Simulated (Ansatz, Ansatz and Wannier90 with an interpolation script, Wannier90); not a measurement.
# From a coarse GW mesh to bands everywhere: SiO2 (Stishovite)

Aim: the G0W0 bands of SiO2 (Stishovite) along the symmetry lines, with the gap off the mesh.

Program: Ansatz 0.2.0. Level of theory: LDA, Wannier functions and G0W0, plane waves, PAW. Results are calculated unless marked as measured.

## 1. Set-up

The structure is tetragonal, space group P4_2/mnm (No. 136). The conventional cell has a = 4.177 Å, b = 4.177 Å, c = 2.665 Å, α = 90.00°, β = 90.00°, γ = 90.00°. Nearest to Si lie 6 O at 1.76 to 1.81 Å. Nearest to O lie 3 Si at 1.76 to 1.81 Å. Farther neighbours and most contacts between anions are not listed.

The cell and positions come from the Crystallography Open Database and are kept as given unless a step says otherwise. The default PAW set here is soft_2. Its files were made with PBE.

## 2. LDA bands

The cheap functional maps the bands first; the places of the edges decide which points the dearer methods must see.

This step: DFT, LDA, plane waves, PAW.

File input.yaml:

```yaml
crystal:
  lattice:
    - [4.1773, 0.0, 0.0]
    - [0.0, 4.1773, 0.0]
    - [0.0, 0.0, 2.6652]
  atoms:
    - { symbol: Si, position: [0.0, 0.0, 0.0] }
    - { symbol: Si, position: [0.5, 0.5, 0.5] }
    - { symbol: O, position: [0.3059, 0.3059, 0.0] }
    - { symbol: O, position: [0.1941, 0.8059, 0.5] }
    - { symbol: O, position: [0.6941, 0.6941, 0.0] }
    - { symbol: O, position: [0.8059, 0.1941, 0.5] }
kpoints:
  mp_grid: { grid: [4, 4, 6] }
  band_path:
    path:
      - [[0.0, 0.0, 0.0], [0.0, 0.5, 0.0], [0.5, 0.5, 0.0], [0.0, 0.0, 0.0], [0.0, 0.0, 0.5], [0.0, 0.5, 0.5], [0.5, 0.5, 0.5], [0.0, 0.0, 0.5]]
      - [[0.0, 0.5, 0.0], [0.0, 0.5, 0.5]]
      - [[0.5, 0.5, 0.0], [0.5, 0.5, 0.5]]
    npoints: 10
hamiltonian:
  xc: lda
scf:
  occupations: { method: fermi_dirac, width: 0.02 }
  n_extra_bands: 30
output:
  eigenvalues: true
  fatbands: true
  write_density: true
  write_potential: true
  elf: true
  volumetric_format: npy
```

Run with:

```console
> ansatz run input.yaml --threads 8 --pin off --max-ram 18432MiB --backend cpu --events-out ev --progress --plain --runs-dir out
```

Numbers of over 12 decimals in the logs are rounded to 6 here.

Log:

```text
scf.n_extra_bands = 30 over 16 filled bands (N_el = 32.0): the run solves 46 bands
Engine: ansatz 0.2.0, aarch64-unknown-linux-gnu
Pseudopotentials: kind: paw
Pseudopotential: Si, paw, valence charge 4, recommended cutoff 420 eV (normal), Si.paw.azcp
Pseudopotential: O, paw, valence charge 6, recommended cutoff 420 eV (normal), O.paw.azcp
Functional definition: SPW92
  exchange = slater_x
  correlation = pw_c
Crystal: 6 atoms, lattice volume = 46.507 Å³
Basis set: ecut = 420 eV, 913 PW (Γ)
Bands: 46, of which v1, the nominal top of the filled ones, is band 16 counted from 1 (15 counted from 0)
Symmetry: 16 space group operations
Space group: P42/mnm (ITA 136), of the structure as read, at distance tolerance 3.6e-5 Å
k-points: 24 of 96
Non-local potential: Si, projectors of the file, l = 0: 2, l = 1: 2, l = 2: 2
Non-local potential: O, projectors of the file, l = 0: 2, l = 1: 2, l = 2: 1
PAW form: soft (Blöchl's): semilocal exchange-correlation on the pseudo side does not see the compensation charge
PAW frozen core: Si, regenerated for the run's functional, and the local potential with it (the file was generated under x = pbe(κ = 0.804, μ = 0.219515), c = pbe(β = 0.066725))
PAW frozen core: O, regenerated for the run's functional, and the local potential with it (the file was generated under x = pbe(κ = 0.804, μ = 0.219515), c = pbe(β = 0.066725))
PAW one-centre angular grid: Si, 110 points (default); XC on 64 Gauss nodes
PAW one-centre angular grid: O, 110 points (default); XC on 64 Gauss nodes
Initial density: superposition of atomic densities (neutral atoms: chi_scale 0, normalization atom), corrected by the library's trained network
Initial wavefunctions: pseudopotential atomic-orbital guess
Functional: x = slater, c = lda
SCF iter   1: F=—  HF=-3445.444409 eV  |F-HF|=—  |Δ(HF+E_count)|=         —  Δρ=1.51e-2  dr2=8.36e-2  ethr=1.77e-3  ⟨swp⟩=5.6  Hψ=5237  notcnv=0  defer=363
preconditioner: auto → none  [insulator: Δε(μ)=5.472 eV  Ē_g=28.992 eV  σ=0.020 eV  W_gap=1.00  n_scr=10 (ndim 8)  ℏωp=30.8 eV  f_vac=0.000  D(μ)=0.00/eV (n_scr^D=0)  ε∞_Penn≈2.1]
SCF iter   2: F=—  HF=-3445.420794 eV  |F-HF|=—  |Δ(HF+E_count)|=   2.36e-2  Δρ=5.32e-3  dr2=1.03e-2  ethr=2.61e-4  ⟨swp⟩=2.0  Hψ=1424  notcnv=0  defer=579
SCF iter   3: F=—  HF=-3445.417478 eV  |F-HF|=—  |Δ(HF+E_count)|=   3.32e-3  Δρ=7.12e-4  dr2=9.74e-5  ethr=3.22e-5  ⟨swp⟩=2.0  Hψ=931  notcnv=0  defer=587
SCF iter   4: F=—  HF=-3445.417450 eV  |F-HF|=—  |Δ(HF+E_count)|=   2.83e-5  Δρ=5.89e-5  dr2=1.32e-6  ethr=3.04e-7  ⟨swp⟩=2.8  Hψ=941  notcnv=0  defer=587
iter 5 did not close the SCF: its close was put off for the readings that it lacked (scf_convergence_deferred on its scf_iter line)
SCF iter   5: F=-3445.417450 eV  HF=-3445.417450 eV  |F-HF|=4.03e-10  |Δ(HF+E_count)|=   5.69e-7  Δρ=9.93e-6  dr2=1.53e-8  ethr=4.13e-9  ⟨swp⟩=2.0  Hψ=821  notcnv=0  defer=587
SCF iter   6: F=-3445.417450 eV  HF=-3445.417450 eV  |F-HF|=8.82e-11  |Δ(HF+E_count)|=   1.44e-9  Δρ=1.45e-6  dr2=2.76e-10  ethr=4.77e-11  ⟨swp⟩=7.8  Hψ=6362  notcnv=0
SCF 1 converged in 6 iterations: F = -3445.417450 eV  dr2 = 2.76e-10
[...]
NSCF: frozen V_eff on 93 k-points
SCF converged after 6 iterations
Free energy (F): -3445.417450 eV
Harris-Foulkes:  -3445.417450 eV  (|F-HF|=8.82e-11)
Internal energy: -3445.417450 eV  (E = F + TS)
E sigma→0 (E₀):  -3445.417450 eV
Fermi energy:    13.117345 eV
--- Per-component energies (eV) ---
  E_band       = 58.074340
  E_kinetic    = 810.737536
  E_local      = -1218.550148  (includes V_loc(G=0)·N_el)
  E_nonlocal   = 246.480663
  E_hartree    = 427.166471
  E_xc         = -406.508142
  E_vxc        = -476.767977  (∫ρ·V_xc dr)
  E_paw        = -1565.119939  (= ΣΔE_a)
  E_vpaw       = -158.169368  (= ΣTr[D̂ρ^β])
  E_aug_tail   = 0.010316  (compensation charges beyond the density's cutoff)
  E_ewald      = -1740.190554
  E_core_change = 0.556347  (= ΣΔE_core)
  E_smearing   = -0.000000  (= −TS)
  E_closure    = 0.000000  (closes the sum)
  Σ components = -3445.417450   (vs F -3445.417450, Δ=0.00e0)
--- Band table (eV; the first three rows and the last of 24) ---
  k-point 0: bands = [... 12 lower, 7.7694, 9.4101, 9.4101, 10.3099, 15.9248, 16.7815, 18.6666, 18.6666, ... 26 higher]
  k-point 1: bands = [... 12 lower, 6.6610, 9.1303, 9.1303, 9.9593, 17.0290, 18.5938, 20.1360, 20.1360, ... 26 higher]
  k-point 2: bands = [... 12 lower, 5.4806, 8.2999, 8.2999, 8.8406, 18.1334, 20.4741, 20.8858, 22.4511, ... 26 higher]
  k-point 23: bands = [... 12 lower, 8.5164, 8.5164, 8.7355, 8.7355, 17.3632, 17.3632, 21.0830, 21.0830, ... 26 higher]
```

Elapsed: 1.5 s, on 8 threads of Arm Neoverse V2, shared host; peak memory 0.4 GiB; 9.8 s of CPU time.

Numbers from this step:

```
filled bands         : 16
gap                  : 5.615 eV
valence top at       : Γ
conduction bottom at : Γ
least direct gap     : 5.615 eV
```

The gap is direct, at Γ.

Electronic bands along the path, in eV, zero at the top of the highest nominally filled band:

```
    point  band 13  band 14  band 15  band 16  band 17  band 18  band 19  band 20
        Γ    -2.54    -0.90    -0.90     0.00     5.61     6.47     8.36     8.36
  halfway    -2.50    -2.10    -1.00    -0.47     6.46     7.01     8.53     8.54
        X    -2.72    -2.72    -1.08    -1.08     7.63     7.63     8.91     8.91
  halfway    -2.96    -2.96    -1.50    -1.50     7.40     7.40     9.39     9.39
        M    -2.72    -2.72    -2.32    -2.32     7.29     7.29     9.89     9.89
  halfway    -2.60    -2.52    -1.48    -0.82     6.68     7.50     8.51     9.31
        Γ    -2.54    -0.90    -0.90     0.00     5.61     6.47     8.36     8.36
  halfway    -4.41    -1.54    -1.54    -0.81     7.40     9.66     9.93    11.10
        Z    -3.16    -3.16    -2.72    -2.72     8.91     8.91    12.41    12.41
  halfway    -2.85    -2.85    -2.30    -2.30     8.82     8.82    10.67    10.67
        R    -2.32    -2.32    -1.80    -1.80     8.60     8.60     9.73     9.73
  halfway    -2.29    -2.29    -1.66    -1.66     7.58     7.58    10.51    10.51
        A    -1.79    -1.79    -1.57    -1.57     7.05     7.05    10.77    10.77
  halfway    -2.61    -2.51    -2.38    -1.87     7.88     8.36    10.43    11.51
        Z    -3.16    -3.16    -2.72    -2.72     8.91     8.91    12.41    12.41
jump to X    -2.72    -2.72    -1.08    -1.08     7.63     7.63     8.91     8.91
  halfway    -2.92    -2.92    -1.46    -1.46     8.95     8.95    10.37    10.37
        R    -2.32    -2.32    -1.80    -1.80     8.60     8.60     9.73     9.73
jump to M    -2.72    -2.72    -2.32    -2.32     7.29     7.29     9.89     9.89
  halfway    -1.97    -1.97    -1.74    -1.74     8.02     8.02    11.28    11.28
        A    -1.79    -1.79    -1.57    -1.57     7.05     7.05    10.77    10.77
```

Electrostatic potential energy in the ab plane at fractional z = 0.000, with atoms of Si and O within 0.2 Å of it. With pseudopotentials it is smooth inside the atoms' cores, unlike the true potential.

Ten even steps from '_' (-48 eV) to '@' (16 eV), each cell a mean:
```
____==##@@@@@@@@@@@@%%##::__
..--**%%@@@@@@@@@@%%####++::
**##%%@@@@@@@@@@**----++####
%%%%@@@@@@@@@@%%--....--##%%
@@@@@@@@@@@@@@%%--....--%%@@
@@@@@@@@@@@@@@%%++----**@@@@
@@@@@@@@%%%%%%%%%%%%%%@@@@@@
@@@@@@##++++%%%%@@@@@@@@@@@@
@@@@##--..::++%%@@@@@@@@@@@@
@@@@**::__..++%%@@@@@@@@@@@@
####**--::--##@@@@@@@@@@%%##
--++##****##@@@@@@@@@@%%**==
__..++##@@@@@@@@@@@@%%##--__
____--##@@@@@@@@@@@@%%**..__
```
Columns run along a (4.2 Å; values clipped at the 3rd and 97th percentile), rows up along b (4.2 Å). Atoms in or near the plane, at fractional coordinates: Si at (0.00, 0.00), O at (0.31, 0.31), O at (0.69, 0.69).

ELF in the ab plane at fractional z = 0.000, with atoms of Si and O within 0.2 Å of it. It is the smooth field of the valence electrons, not physical close to the nuclei.

Ten even steps from '0' (0.03) to '9' (0.85), each cell a mean:
```
10110001355531
01110004899973
11100027999995
10000038955995
00000027855995
00011114889983
01467521478741
03899852123200
16995785100000
26973597100000
26997996100011
26999984000111
02666631000110
20222100001101
```
Columns run along a (4.2 Å), rows up along b (4.2 Å). Atoms in or near the plane, at fractional coordinates: Si at (0.00, 0.00), O at (0.31, 0.31), O at (0.69, 0.69).

## 3. Overlaps and projections on 8×8×12

This step: overlaps and projections of LDA states for Wannier90, plane waves, PAW.

input.yaml, the sections that differ from step 2:

```yaml
kpoints:
  mp_grid: { grid: [4, 4, 6] }
scf:
  occupations: { method: fixed }
  n_extra_bands: 30
output:
  wannier:
    kmesh: [8, 8, 12]
    projections:
      - { species: O, l: p, shell: 2 }
      - { species: Si, l: s, shell: 3 }
      - { species: Si, l: p, shell: 3 }
    minimise: false
    seedname: w
    disentanglement: { window: [-0.77, 26.44], frozen_window: [-0.77, 18.92] }
# crystal, hamiltonian: as in step 2
```

Log:

```text
[...]
Crystal: 6 atoms, lattice volume = 46.507 Å³
Basis set: ecut = 420 eV, 913 PW (Γ)
Bands: 46, of which v1, the nominal top of the filled ones, is band 16 counted from 1 (15 counted from 0)
Symmetry: 16 space group operations
[...]
k-points: 24 of 96
[...]
--- Band table (eV; the first three rows and the last of 24) ---
  k-point 0: bands = [... 12 lower, 7.7694, 9.4101, 9.4101, 10.3099, 15.9248, 16.7815, 18.6665, 18.6665, ... 26 higher]
  k-point 1: bands = [... 12 lower, 6.6609, 9.1303, 9.1303, 9.9593, 17.0290, 18.5937, 20.1360, 20.1360, ... 26 higher]
  k-point 2: bands = [... 12 lower, 5.4806, 8.2999, 8.2999, 8.8405, 18.1334, 20.4741, 20.8858, 22.4511, ... 26 higher]
  k-point 23: bands = [... 12 lower, 8.5164, 8.5164, 8.7355, 8.7355, 17.3632, 17.3632, 21.0830, 21.0830, ... 26 higher]
[key lines of the parts left out:]
SCF converged after 6 iterations
Free energy (F): -3445.417450 eV
Fermi energy:    10.309875 eV
```

The job ended after 5.2 s (8 threads; peak memory 0.86 GiB).

(Part 1 of 3 ends here.)

[Paths, hosts, dates, memory and timing lines, banners, echoed tables and standing remarks are left out of the program output.]

[Logs are printed without paths, hosts, clocks, repeated set-up lines and the standing remarks that a program may print on its own settings, such as how far it seeks lower states.]

[Runs of the session that timed out or met a known fault of the program may be left out.]

[Hosts, paths, dates, database ids (printed as entryN), source tags and the programs' standing remarks are cut or masked in the printed files.]
